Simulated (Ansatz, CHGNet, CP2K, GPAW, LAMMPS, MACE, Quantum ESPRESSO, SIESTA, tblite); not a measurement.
# Amorphous polyacrylonitrile (as short chains C14N4H18) at 360 K (108 atoms) in SIESTA, part 2 of 2

Aim: run amorphous polyacrylonitrile (as short chains C14N4H18) at 360 K (108 atoms) in SIESTA and see how near its forces come to a plane-wave reference, and at what cost.

Program: SIESTA 5.4.2; the method stands at each step. Banners, paths, timers and routine set-up lines are dropped from the logs unmarked, and long logs keep their key lines alone; longer cuts are marked. The potentials were converted by us to PSML.

So far. Step 2 (PBE, DZP, shift 0.01 Ry, mesh 500 Ry): Forces lie 63 % from the reference's, at 6.4 times its CPU time (on 2 against 4 cores). Step 3 (PBE, SZP, shift 0.01 Ry, mesh 500 Ry): Against the first run (63 %), the force difference from the reference is 163 %, at 0.80 times the CPU time, with 702 basis functions against 972: the smaller basis costs accuracy.

## Step 4: PBE, DZP, shift 0.02 Ry, mesh 500 Ry

Method: Kohn-Sham DFT, PBE, PseudoDojo 0.4.1 norm-conserving pseudopotentials (converted to PSML), numerical atomic orbitals (DZP), diagonalisation.

input.fdf reads:

```
SystemLabel cell
NumberOfAtoms 108
NumberOfSpecies 3
%block ChemicalSpeciesLabel
  1 6 C
  2 7 N
  3 1 H
%endblock ChemicalSpeciesLabel
LatticeConstant 1.0 Ang
%block LatticeVectors
  10.34621 0.00000 0.00000
  0.00000 10.34621 0.00000
  0.00000 0.00000 10.34621
%endblock LatticeVectors
PAO.BasisSize DZP
PAO.EnergyShift 0.02 Ry
XC.Functional GGA
XC.Authors PBE
MeshCutoff 500 Ry
%block kgrid_Monkhorst_Pack
  1 0 0 0.0
  0 1 0 0.0
  0 0 1 0.0
%endblock kgrid_Monkhorst_Pack
SolutionMethod diagon
OccupationFunction FD
ElectronicTemperature 580 K
SCF.Mixer.Method Pulay
SCF.Mixer.Weight 0.15
SCF.Mixer.History 8
SCF.Mix Hamiltonian
MaxSCFIterations 300
SCF.DM.Tolerance 1e-04
SCF.H.Tolerance 1.0e-3 eV
WriteForces T
Write.HirshfeldPop T
Write.VoronoiPop T
Write.DM F
Write.H F
XML.Write F
AtomicCoordinatesFormat Fractional
%block AtomicCoordinatesAndAtomicSpecies
[... 108 atom lines left out: the same atoms as in the first run ...]
%endblock AtomicCoordinatesAndAtomicSpecies
```

The run is started by

```console
> OMP_NUM_THREADS=1 mpirun -np 2 siesta < input.fdf > output.txt
```

The log of the run:

```text
Version         : 5.4.2
reinit: System Name:
reinit: System Label: cell
initatom: Reading input for the pseudopotentials and atomic orbitals ----------
Species number:   1 Atomic number:    6 Label: C
Species number:   2 Atomic number:    7 Label: N
Species number:   3 Atomic number:    1 Label: H
Ground state valence configuration (from tables):   2s02  2p02  3d00  4f00
[... lines left out ...]
SCF Convergence by DM+H criterion
[... lines left out ...]
SCF cycle converged after 12 iterations
[... lines left out ...]
   Max    6.124813
[... lines left out ...]
   Max    6.124813    constrained
Stress tensor Voigt[x,y,z,yz,xz,xy] (kbar):      -52.06      -35.64      -43.37        2.32       -5.85        4.33
[... lines left out ...]
siesta: FreeEng =    -11096.366814
[... lines left out ...]
siesta:         Fermi =      -4.121602
[... lines left out ...]
siesta:          43.69029594         77.14312714  kBar
[... lines left out ...]
    (Free)Eharris+ p_basis*V_orbitals  =      -11072.060489 eV
Hirshfeld Atomic Populations:
Atom #   charge [q] valence [e]  Species
     1    -0.053993    4.053993  C
     2    -0.012373    4.012373  C
     3     0.061853    3.938147  C
[...]
5    -0.136406    5.136406  N
[...]
9    -0.166603    5.166603  N
[...]
13    -0.144447    5.144447  N
[...]
19     0.006729    0.993271  H
    20     0.016087    0.983913  H
    21    -0.002401    1.002401  H
[...]
--------------------
 Total    -0.000022
Voronoi Atomic Populations:
Atom #   charge [q] valence [e]  Species
[...]
85    -0.140000    5.140000  N
[...]
88     0.055780    3.944220  C
    89    -0.160222    5.160222  N
    90     0.042335    3.957665  C
[...]
107    -0.001771    1.001771  H
   108     0.006912    0.993088  H
--------------------
 Total    -0.000022
```

It took 74 s on 2 MPI ranks of Arm Neoverse V2, shared host; peak memory 1.4 GiB.

Compared with the plane-wave run:

| Item | Value |
| --- | --- |
| r.m.s. force component | 1.478 eV/Å |
| r.m.s. difference of force components | 587.5 meV/Å |
| longest difference of force vectors | 2783 meV/Å |
| force difference over r.m.s. force | 49.12 % |
| slope of forces against the reference's | 1.143 |
| correlation of force components | 0.9249 |
| gap (highest filled to lowest empty level) | 6.136 eV |
| gap difference | 0.253 eV |
| pressure | 4.369 GPa |
| pressure difference | 1.185 GPa |

This run lies far from the reference in forces at the same functional.

Against the first run (63 %), the force difference from the reference is 49 %, at 0.71 times the CPU time: tighter orbitals come nearer here, likely by a cancellation of errors.

The difference per atom is largest on N (2.1 eV/Å on average, against 0.73 on C).

## Step 5: PBE, DZ, shift 0.01 Ry, mesh 500 Ry

Method: Kohn-Sham DFT, PBE, PseudoDojo 0.4.1 norm-conserving pseudopotentials (converted to PSML), numerical atomic orbitals (DZ), diagonalisation.

Edit input.fdf of step 4 so:

```diff
@@ -14,4 +14,4 @@
 %endblock LatticeVectors
-PAO.BasisSize DZP
-PAO.EnergyShift 0.02 Ry
+PAO.BasisSize DZ
+PAO.EnergyShift 0.01 Ry
 XC.Functional GGA
```

The log of the run:

```text
Version         : 5.4.2
reinit: System Name:
reinit: System Label: cell
initatom: Reading input for the pseudopotentials and atomic orbitals ----------
Species number:   1 Atomic number:    6 Label: C
Species number:   2 Atomic number:    7 Label: N
Species number:   3 Atomic number:    1 Label: H
Ground state valence configuration (from tables):   2s02  2p02  3d00  4f00
[... lines left out ...]
SCF Convergence by DM+H criterion
[... lines left out ...]
SCF cycle converged after 12 iterations
[... lines left out ...]
   Max    6.864372
[... lines left out ...]
   Max    6.864372    constrained
Stress tensor Voigt[x,y,z,yz,xz,xy] (kbar):      -80.94      -64.83      -79.28        4.98       -7.04        2.39
[... lines left out ...]
siesta: FreeEng =    -11082.843202
[... lines left out ...]
siesta:         Fermi =      -3.236028
[... lines left out ...]
siesta:          75.01620586        121.29376191  kBar
[... lines left out ...]
    (Free)Eharris+ p_basis*V_orbitals  =      -11062.239929 eV
Hirshfeld Atomic Populations:
Atom #   charge [q] valence [e]  Species
     1    -0.073244    4.073244  C
     2    -0.025891    4.025891  C
     3     0.050970    3.949030  C
[...]
5    -0.148252    5.148252  N
[...]
9    -0.180637    5.180637  N
[...]
13    -0.154786    5.154786  N
[...]
19     0.014014    0.985986  H
    20     0.019064    0.980936  H
    21     0.004300    0.995700  H
[...]
--------------------
 Total     0.000001
Voronoi Atomic Populations:
Atom #   charge [q] valence [e]  Species
[...]
85    -0.153105    5.153105  N
[...]
88     0.056245    3.943755  C
    89    -0.173266    5.173266  N
    90    -0.027535    4.027535  C
[...]
107     0.022574    0.977426  H
   108     0.031624    0.968376  H
--------------------
 Total     0.000001
```

Elapsed: 45 s, on 2 MPI ranks; peak memory 1.1 GiB; 90 s of CPU time.

Compared with the plane-wave run:

| Quantity | Value |
| --- | --- |
| r.m.s. force component | 1.676 eV/Å |
| r.m.s. difference of force components | 929.8 meV/Å |
| longest difference of force vectors | 4256 meV/Å |
| force difference over r.m.s. force | 77.74 % |
| slope of forces against the reference's | 1.179 |
| correlation of force components | 0.8417 |
| gap (highest filled to lowest empty level) | 6.336 eV |
| gap difference | 0.4526 eV |
| pressure | 7.502 GPa |
| pressure difference | 4.317 GPa |

This is a coarse setting, run to see what it loses.

Against the first run (63 %), the force difference from the reference is 78 %, at 0.43 times the CPU time, with 540 basis functions against 972: the smaller basis costs accuracy.

The difference per atom is largest on N (3.5 eV/Å on average, against 1.1 on C).

## Step 6: Side by side

Differences are against the plane-wave reference, forces as r.m.s. over components; share is that over the reference's r.m.s. force, slope the least-squares factor from reference forces to these. Total energies of different programs have different zeros and aren't compared.

| run | Δ force, r.m.s. (meV/Å) | share (%) | slope | Δ pressure (GPa) | Δ gap (eV) | cores | CPU time | memory (GiB) |
| --- | --- | --- | --- | --- | --- | --- | --- | --- |
| reference | - | - | - | - | - | 4 | 33 s | 1.1 |
| SIESTA PBE, DZP, shift 0.01 Ry, mesh 500 Ry | 758 | 63.4 | 1.165 | 3.90 | 0.152 | 2 | 3.5 min | 1.7 |
| SIESTA PBE, SZP, shift 0.01 Ry, mesh 500 Ry (coarse) | 1948 | 163 | 1.332 | 10.1 | 0.340 | 2 | 2.8 min | 1.6 |
| SIESTA PBE, DZP, shift 0.02 Ry, mesh 500 Ry | 588 | 49.1 | 1.143 | 1.18 | 0.253 | 2 | 2.5 min | 1.4 |
| SIESTA PBE, DZ, shift 0.01 Ry, mesh 500 Ry (coarse) | 930 | 77.7 | 1.179 | 4.32 | 0.453 | 2 | 90 s | 1.1 |

Rows marked coarse were listed beforehand as settings not expected to be converged; some can still land near the reference.

CPU time is summed over cores on a shared host, where runs went side by side, so it is rough. Symmetry, cutoffs, thresholds, outputs and thread counts weren't matched or tuned between programs; memory under MPI is the largest rank's times the ranks.

Mean charges by element (e), by run and scheme:

| run | scheme | C | N | H |
| --- | --- | --- | --- | --- |
| reference | Löwdin | -0.12 | -0.20 | +0.20 |
| SIESTA PBE, DZP, shift 0.01 Ry, mesh 500 Ry | Hirshfeld | +0.01 | -0.17 | +0.03 |
| SIESTA PBE, DZP, shift 0.02 Ry, mesh 500 Ry | Hirshfeld | +0.03 | -0.16 | +0.01 |

The reference's Löwdin charges lack the electrons that the projection spills, 0.032 e an atom on average.

## Step 7: What came out

```yaml
nearest_in_forces: SIESTA PBE, DZP, shift 0.02 Ry, mesh 500 Ry, 49 %
its_cpu_time: 2.5 min
```

In words: The PBE runs in local orbitals, coarse settings apart, differ by 49 % (SIESTA PBE, DZP, shift 0.02 Ry, mesh 500 Ry) to 63 % (SIESTA PBE, DZP, shift 0.01 Ry, mesh 500 Ry); basis, grid and potentials can all enter, and differences of this size make the forces unusable. Runs with settings chosen to be coarse differ by 78 % (SIESTA PBE, DZ, shift 0.01 Ry, mesh 500 Ry) to 163 % (SIESTA PBE, SZP, shift 0.01 Ry, mesh 500 Ry), their programs' other errors included. None of the electronic-structure runs in the table takes under half the reference's CPU time of 33 s; they take 2.8 to 6.4 times as much. At the same functional, gaps differ from the reference's 5.88 eV by between +0.15 and +0.45 eV. In pressure, SIESTA PBE, SZP, shift 0.01 Ry, mesh 500 Ry misses by +10.1 GPa, at the same functional. Charges hang on scheme and program or settings: among these rows the mean for H runs from +0.01 to +0.20 e. The network of contacts between molecules at the start is that of the classical potential that made the cell, and needn't be the one that DFT or experiment would give. The reference's PBE has no dispersion term, which matters for the binding between molecules or layers. The density was typed from a rule of thumb and may lie off the real one at this temperature. The electronic-structure runs sample only Γ, in a cell whose shortest periodic width is 10 Å.

[Also dropped from logs without a mark: logging warnings of Python, and SIESTA's first energy breakdown and zero terms.]

[Logs are printed without paths, hosts, clocks, repeated set-up lines and the standing remarks that a program may print on its own settings, such as how far it seeks lower states.]

[Hosts, paths, dates, database ids (printed as entryN), source tags and the programs' standing remarks are cut or masked in the printed files.]
